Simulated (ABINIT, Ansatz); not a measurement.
# Converging GW for CsPbCl3 (Pm-3m) in ABINIT

What does each rung of G0W0 on CsPbCl3 (Pm-3m) cost, and what does it buy?

Calculated with ABINIT 10.8.3; PBEsol and many-body steps on it, plane waves.

**1. The starting structure**

The structure is cubic, space group Pm-3m (No. 221). Conventional cell: a = 5.605 Å, b = 5.605 Å, c = 5.605 Å, α = 90.00°, β = 90.00°, γ = 90.00°. Cs has 12 Cl at 3.96 Å nearest. Nearest to Pb lie 6 Cl at 2.80 Å. Cl has 2 Pb at 2.80 Å and 4 Cs at 3.96 Å nearest. Farther neighbours and most contacts between anions are not listed.

The cell and positions come from the Crystallography Open Database and are kept as given unless a step says otherwise. Spin-orbit coupling is left out unless a step names it.

**2. Empty states on the mesh, 2×2×2 mesh, 338 bands**

This step: ABINIT 10.8.3; DFT, PBEsol, plane waves, norm-conserving pseudopotentials.

The sums over transitions need many empty states on a uniform mesh; this step solves for them.

The input, run.abi:

```
acell 3*1.0 Angstrom
rprim 
  5.605000000000 0.000000000000 0.000000000000
  0.000000000000 5.605000000000 0.000000000000
  0.000000000000 0.000000000000 5.605000000000
ntypat 3
znucl 55 82 17
natom 5
typat 1 2 3 3 3
xred 
  0.000000000000 0.000000000000 0.000000000000
  0.500000000000 0.500000000000 0.500000000000
  0.500000000000 0.500000000000 0.000000000000
  0.000000000000 0.500000000000 0.500000000000
  0.500000000000 0.000000000000 0.500000000000
pp_dirpath "pseudos"
pseudos "Cs.upf, Pb.upf, Cl.upf"
ecut 25
ngkpt 2 2 2
nshiftk 1
shiftk 0 0 0
kptopt 1
chksymbreak 0
iscf -2
irdden 1
istwfk *1
nband 338
nbdbuf 30
tolwfr 1e-09
nstep 60
prtvol 0
indata_prefix "in"
outdata_prefix "out"
tmpdata_prefix "tmp"
```

Started as:

```console
> OMP_NUM_THREADS=1 mpirun -n 4 abinit run.abi > log
```

Numbers of over 12 decimals in the logs are rounded to 6 here.

Output:

```text
.Version 10.8.3 of ABINIT. v10.8.2 released Aug 2026.

 Symmetries : space group Pm -3 m (#221); Bravais cP (primitive cubic)
[... echo of the input left out ...]
== DATASET  1 ==================================================================
-   mpi_nproc: 4, omp_nthreads: 1 (-1 if OMP is not activated)

--- !DatasetInfo
iteration_state: {dtset: 1, }
dimensions: {natom: 5, nkpt: 4, mband: 338, nsppol: 1, nspinor: 1, nspden: 1, mpw: 7123, }
cutoff_energies: {ecut:  25.0, pawecutdg:  -1.0, }
[...]
2.89693    2.89693    2.89694    2.90081    2.90082    2.90667    2.90667    2.90668
   2.92332    2.92333    2.92338    2.93203    2.95026    2.95136    2.96689    2.96799
   2.96913    2.97080
 prteigrs : prtvol=0 or 1, do not print more k-points.

== END DATASET(S) ==============================================================
================================================================================

 -outvars: echo values of variables after computation  --------
            nband         338
             nkpt           4
          spgroup         221
 [... the other variables as echoed above ...]

 Calculation completed.
```

The job ended after 2.5 min (4 MPI ranks of Arm Neoverse V2, shared host; peak memory 0.47 GiB).

This step gave:

- gap: 1.802 eV
- k of the valence top: 0.5, 0.5, 0.5
- k of the conduction bottom: 0.5, 0.5, 0.5
- least direct gap: 1.802 eV
- k points computed: 4
- lowest point of the top converged band, above the valence top: 73.3605 eV

On this mesh the gap is 1.802 eV.

The density comes from a self-consistent run that is not shown.

**3. Screening, 2×2×2 mesh, 57 bands, screening to 62.6 eV**

The RPA dielectric matrix is built and inverted for each q.

This step: RPA screening on PBEsol, plane waves, norm-conserving pseudopotentials.

Changes to run.abi since step 2:

```diff
@@ -23,10 +23,11 @@
 chksymbreak 0
-iscf -2
-irdden 1
 istwfk *1
-nband 338
-nbdbuf 30
-tolwfr 1e-09
-nstep 60
-prtvol 0
+occopt 1
+irdwfk 1
+optdriver 3
+nband 57
+ecuteps 2.3
+inclvkb 2
+awtr 1
+symchi 1
 indata_prefix "in"
```

Output:

```text
.Version 10.8.3 of ABINIT. v10.8.2 released Aug 2026.

 Symmetries : space group Pm -3 m (#221); Bravais cP (primitive cubic)
[... echo of the input left out ...]
== DATASET  1 ==================================================================
-   mpi_nproc: 4, omp_nthreads: 1 (-1 if OMP is not activated)

--- !DatasetInfo
iteration_state: {dtset: 1, }
dimensions: {natom: 5, nkpt: 4, mband: 57, nsppol: 1, nspinor: 1, nspden: 1, mpw: 7123, }
cutoff_energies: {ecut:  25.0, pawecutdg:  -1.0, }
electrons: {nelect:   4.40000000E+01, charge:   0.00000000E+00, occopt:   1.00000000E+00, tsmear:   1.00000000E-02, }

 SCREENING: Calculation of the susceptibility and dielectric matrices

 Based on a program developped by R.W. Godby, V. Olevano, G. Onida, and L. Reining.
 Incorporated in ABINIT by V. Olevano, G.-M. Rignanese, and M. Torrent.
.Using double precision arithmetic ; gwpc =  8

[... cell and pseudopotentials left out ...]
--------------------------------------------------------------------------------

 ==== K-mesh for the wavefunctions ====
 Number of points in the irreducible wedge :     4
[... list of points left out ...]
 Together with 48 symmetry operations and time-reversal symmetry
 yields     8 points in the full Brillouin Zone.

 ==== Q-mesh for the screening function ====
 Number of points in the irreducible wedge :     4
[... list of points left out ...]
 Together with 48 symmetry operations and time-reversal symmetry
 yields     8 points in the full Brillouin Zone.

 setmesh: FFT mesh size selected  =    32x   32x   32
          total number of points  =        32768

 vcoul_init : cutoff-mode = AUXILIARY_FUNCTION
 q-points for optical limit:   1
     1)      0.000010    0.000020    0.000030

- screening: taking advantage of time-reversal symmetry
- Maximum band index for partially occupied states nbvw = 22
- Remaining bands to be divided among processors   nbcw = 35
- Number of bands treated by each node ~8

 Number of electrons calculated from density =   44.0000; Expected =   44.0000
 average of density, n =  0.037028
 r_s =    1.8612
 omega_plasma =   18.5618 [eV]

 calculating chi0 at frequencies [eV] :
  1    0.000000E+00    0.000000E+00
  2    0.000000E+00    1.856181E+01

--------------------------------------------------------------------------------
  q-point number  1        q = ( 0.000000, 0.000000, 0.000000) [r.l.u.]
--------------------------------------------------------------------------------
[... chi0 elements left out ...]
 For q-point:  0.000010 0.000020 0.000030
  dielectric constant =   7.9624
  dielectric constant without local fields =   9.0948

  Average fulfillment of the sum rule on Im[epsilon] for q-point    1 :     36.08  [%]
[... wings left out ...]
  q-point number  2        q = ( 0.500000, 0.000000, 0.000000) [r.l.u.]
--------------------------------------------------------------------------------
[... chi0 elements left out ...]
  Average fulfillment of the sum rule on Im[epsilon] for q-point    2 :     48.53  [%]

 [... 2 further q-points ...]
```

It took 9.8 s on 4 MPI ranks; peak memory 0.85 GiB.

This step gave:

```yaml
eps_infinity_with_local_fields_on_this_mesh_along_the_program_s_q_direction: 7.962
the_same_without_local_fields: 9.095
plasma_frequency: 18.56 eV
plane_waves_in_the_screening_matrix: 203
```

Local fields lower ε∞ by 12 %. On a Γ-centred mesh this coarse the value itself is usually too large, while a short band sum pulls it down.

**4. 57 bands, 62.6 eV**

The self-energy is evaluated for the states that the input lists, and the levels follow from it, in one-shot runs by the linearised quasiparticle equation.

This step: G0W0 on PBEsol, plane waves, norm-conserving pseudopotentials.

Changes to run.abi since step 3:

```diff
@@ -26,8 +26,17 @@
 irdwfk 1
-optdriver 3
+optdriver 4
 nband 57
+gwcalctyp 0
+ecutsigx 25
+symsigma 1
+nkptgw 2
+kptgw 
+  0.5000000000 0.5000000000 0.5000000000
+  0.0000000000 0.0000000000 0.0000000000
+bdgw 
+  19 25
+  20 25
 ecuteps 2.3
-inclvkb 2
-awtr 1
-symchi 1
+irdscr 1
+ppmodel 1
 indata_prefix "in"
```

Output:

```text
.Version 10.8.3 of ABINIT. v10.8.2 released Aug 2026.

 Symmetries : space group Pm -3 m (#221); Bravais cP (primitive cubic)
[... echo of the input left out ...]
== DATASET  1 ==================================================================
-   mpi_nproc: 4, omp_nthreads: 1 (-1 if OMP is not activated)

--- !DatasetInfo
iteration_state: {dtset: 1, }
dimensions: {natom: 5, nkpt: 4, mband: 57, nsppol: 1, nspinor: 1, nspden: 1, mpw: 7123, }
cutoff_energies: {ecut:  25.0, pawecutdg:  -1.0, }
electrons: {nelect:   4.40000000E+01, charge:   0.00000000E+00, occopt:   1.00000000E+00, tsmear:   1.00000000E-02, }

 SIGMA: Calculation of the GW corrections

 Based on a program developped by R.W. Godby, V. Olevano, G. Onida, and L. Reining.
 Incorporated in ABINIT by V. Olevano, G.-M. Rignanese, and M. Torrent.
.Using double precision arithmetic ; gwpc =  8

[... cell and pseudopotentials left out ...]
--------------------------------------------------------------------------------

 ==== K-mesh for the wavefunctions ====
 Number of points in the irreducible wedge :     4
[... list of points left out ...]
 Together with 48 symmetry operations and time-reversal symmetry
 yields     8 points in the full Brillouin Zone.

 ==== Q-mesh for screening function ====
 Number of points in the irreducible wedge :     4
[... list of points left out ...]
 Together with 48 symmetry operations and time-reversal symmetry
 yields     8 points in the full Brillouin Zone.

 vcoul_init : cutoff-mode = AUXILIARY_FUNCTION
 q-points for optical limit:   1
     1)      0.000010    0.000020    0.000030
 setmesh: FFT mesh size selected  =    48x   48x   48
          total number of points  =       110592

 Number of electrons calculated from density =   44.0000; Expected =   44.0000
 average of density, n =  0.037028
 r_s =    1.8612
 omega_plasma =   18.5618 [eV]

 === KS Band Gaps ===
  >>>> For spin  1
   Minimum direct gap =   1.8021 [eV], located at k-point      :   0.5000  0.5000  0.5000
   Fundamental gap    =   1.8021 [eV], Top of valence bands at :   0.5000  0.5000  0.5000
                                       Bottom of conduction at :   0.5000  0.5000  0.5000
 SIGMA fundamental parameters:
 PLASMON POLE MODEL  1
 number of plane-waves for SigmaX                 7123
 number of plane-waves for SigmaC and W            203
 number of plane-waves for wavefunctions          7123
 number of bands                                    57
 number of independent spin polarizations            1
 number of spinorial components                      1
 number of k-points in IBZ                           4
 number of q-points in IBZ                           4
 number of symmetry operations                      48
 number of k-points in BZ                            8
 number of q-points in BZ                            8
 number of frequencies for dSigma/dE                 9
 frequency step for dSigma/dE [eV]                0.25
 number of omega for Sigma on real axis              0
 max omega for Sigma on real axis  [eV]           0.00
 zcut for avoiding poles [eV]                     0.10

 EPSILON^-1 parameters (SCR file):
 dimension of the eps^-1 matrix on file            203
 dimension of the eps^-1 matrix used               203
 number of plane-waves for wavefunctions          7123
 number of bands                                    57
 number of q-points in IBZ                           4
 number of frequencies                               2
 number of real frequencies                          1
 number of imag frequencies                          1

 matrix elements of self-energy operator (all in [eV])

 Perturbative Calculation

--- !SelfEnergy_ee
iteration_state: {dtset: 1, }
kpoint     : [   0.500,    0.500,    0.500, ]
spin       : 1
KS_gap     :    1.802
QP_gap     :    2.999
Delta_QP_KS:    1.197
data: !SigmaeeData |
     Band     E0 <VxcDFT>   SigX SigC(E0)      Z dSigC/dE  Sig(E)    E-E0       E
       19  -0.224 -14.108 -18.448   3.711   0.776  -0.289 -14.596  -0.488  -0.712
       20  -0.224 -14.108 -18.448   3.711   0.776  -0.289 -14.596  -0.488  -0.712
       21  -0.224 -14.108 -18.448   3.711   0.776  -0.289 -14.596  -0.488  -0.712
       22   1.960 -15.273 -17.816   2.540   0.802  -0.247 -15.275  -0.002   1.958
       23   3.762 -10.070  -6.524  -2.102   0.827  -0.209  -8.876   1.195   4.956
       24   3.762 -10.070  -6.524  -2.102   0.827  -0.209  -8.876   1.195   4.956
[...]
--- !SelfEnergy_ee
iteration_state: {dtset: 1, }
kpoint     : [   0.000,    0.000,    0.000, ]
spin       : 1
KS_gap     :    5.730
QP_gap     :    7.115
Delta_QP_KS:    1.385
data: !SigmaeeData |
     Band     E0 <VxcDFT>   SigX SigC(E0)      Z dSigC/dE  Sig(E)    E-E0       E
[...]
23   5.181  -6.534  -2.709  -2.771   0.847  -0.180  -5.641   0.893   6.074
       24   6.178  -6.728  -2.853  -2.663   0.847  -0.180  -5.701   1.027   7.204
       25   6.178  -6.728  -2.853  -2.663   0.847  -0.180  -5.701   1.027   7.204

== END DATASET(S) ==============================================================
================================================================================

 -outvars: echo values of variables after computation  --------
           etotal      0.0000000000E+00
            nband          57
             nkpt           4
          spgroup         221
 [... the other variables as echoed above ...]

 Calculation completed.
```

Wall time 5.1 s (4 MPI ranks); peak memory 0.81 GiB.

Numbers from this step:

```yaml
g0w0_gap_on_the_points_computed: 2.998 eV
starting_gap_on_the_mesh: 1.802 eV
k_of_the_valence_top: 0.5, 0.5, 0.5
k_of_the_conduction_bottom: 0.5, 0.5, 0.5
z_at_the_valence_top: 0.802
z_at_the_conduction_bottom: 0.827
least_direct_g0w0_gap_on_the_computed_points: 2.998 eV
```

The gap on the mesh goes from 1.80 eV to 3.00 eV, a correction of +1.20 eV.

**5. Screening, 2×2×2 mesh, 138 bands, screening to 114.3 eV**

This step: RPA screening on PBEsol, plane waves, norm-conserving pseudopotentials.

Changes to run.abi since step 4:

```diff
@@ -26,17 +26,8 @@
 irdwfk 1
-optdriver 4
-nband 57
-gwcalctyp 0
-ecutsigx 25
-symsigma 1
-nkptgw 2
-kptgw 
-  0.5000000000 0.5000000000 0.5000000000
-  0.0000000000 0.0000000000 0.0000000000
-bdgw 
-  19 25
-  20 25
-ecuteps 2.3
-irdscr 1
-ppmodel 1
+optdriver 3
+nband 138
+ecuteps 4.2
+inclvkb 2
+awtr 1
+symchi 1
 indata_prefix "in"
```

Output:

```text
.Version 10.8.3 of ABINIT. v10.8.2 released Aug 2026.

 Symmetries : space group Pm -3 m (#221); Bravais cP (primitive cubic)
[... echo of the input left out ...]
== DATASET  1 ==================================================================
-   mpi_nproc: 4, omp_nthreads: 1 (-1 if OMP is not activated)

--- !DatasetInfo
iteration_state: {dtset: 1, }
dimensions: {natom: 5, nkpt: 4, mband: 138, nsppol: 1, nspinor: 1, nspden: 1, mpw: 7123, }
cutoff_energies: {ecut:  25.0, pawecutdg:  -1.0, }
electrons: {nelect:   4.40000000E+01, charge:   0.00000000E+00, occopt:   1.00000000E+00, tsmear:   1.00000000E-02, }

 SCREENING: Calculation of the susceptibility and dielectric matrices

 Based on a program developped by R.W. Godby, V. Olevano, G. Onida, and L. Reining.
 Incorporated in ABINIT by V. Olevano, G.-M. Rignanese, and M. Torrent.
.Using double precision arithmetic ; gwpc =  8

[... cell and pseudopotentials left out ...]
--------------------------------------------------------------------------------

 ==== K-mesh for the wavefunctions ====
 Number of points in the irreducible wedge :     4
[... list of points left out ...]
 Together with 48 symmetry operations and time-reversal symmetry
 yields     8 points in the full Brillouin Zone.

 ==== Q-mesh for the screening function ====
 Number of points in the irreducible wedge :     4
[... list of points left out ...]
 Together with 48 symmetry operations and time-reversal symmetry
 yields     8 points in the full Brillouin Zone.

 setmesh: FFT mesh size selected  =    36x   36x   36
          total number of points  =        46656

 vcoul_init : cutoff-mode = AUXILIARY_FUNCTION
 q-points for optical limit:   1
     1)      0.000010    0.000020    0.000030

- screening: taking advantage of time-reversal symmetry
- Maximum band index for partially occupied states nbvw = 22
- Remaining bands to be divided among processors   nbcw = 116
- Number of bands treated by each node ~29

 Number of electrons calculated from density =   44.0000; Expected =   44.0000
 average of density, n =  0.037028
 r_s =    1.8612
 omega_plasma =   18.5618 [eV]

 calculating chi0 at frequencies [eV] :
  1    0.000000E+00    0.000000E+00
  2    0.000000E+00    1.856181E+01

--------------------------------------------------------------------------------
  q-point number  1        q = ( 0.000000, 0.000000, 0.000000) [r.l.u.]
--------------------------------------------------------------------------------
[... chi0 elements left out ...]
 For q-point:  0.000010 0.000020 0.000030
  dielectric constant =   7.9609
  dielectric constant without local fields =   9.1656

  Average fulfillment of the sum rule on Im[epsilon] for q-point    1 :     64.67  [%]
[... wings left out ...]
  q-point number  2        q = ( 0.500000, 0.000000, 0.000000) [r.l.u.]
--------------------------------------------------------------------------------
[... chi0 elements left out ...]
  Average fulfillment of the sum rule on Im[epsilon] for q-point    2 :     73.53  [%]

 [... 2 further q-points ...]
```

Elapsed: 32 s, on 4 MPI ranks; peak memory 1.3 GiB; 2.1 min of CPU time.

Numbers from this step:

```
ε∞ with local fields, on this mesh, along the program's q direction : 7.961
the same without local fields                                       : 9.166
plasma frequency                                                    : 18.56 eV
plane waves in the screening matrix                                 : 461
```

[end of part 1 of 2]

[Paths, hosts, dates, memory and timing lines, banners, echoed tables and standing remarks are left out of the program output.]

[Logs are printed without paths, hosts, clocks, repeated set-up lines and the standing remarks that a program may print on its own settings, such as how far it seeks lower states.]

[Runs of the session that timed out or met a known fault of the program may be left out.]

[No measured gap is set beside runs whose start may be inverted or whose files or cutoffs have a known fault.]

[Hosts, paths, dates, database ids (printed as entryN), source tags and the programs' standing remarks are cut or masked in the printed files.]

[G0W0 gaps are taken among the corrected bands and points alone; a level outside them can change the order at an edge.]

[Where Ansatz stands beside ABINIT at settings called matched, ABINIT's density can come from a denser mesh and the files from another edition; pairs whose starting gaps differed by over 0.03 eV were left out, so agreement reads better than it is.]
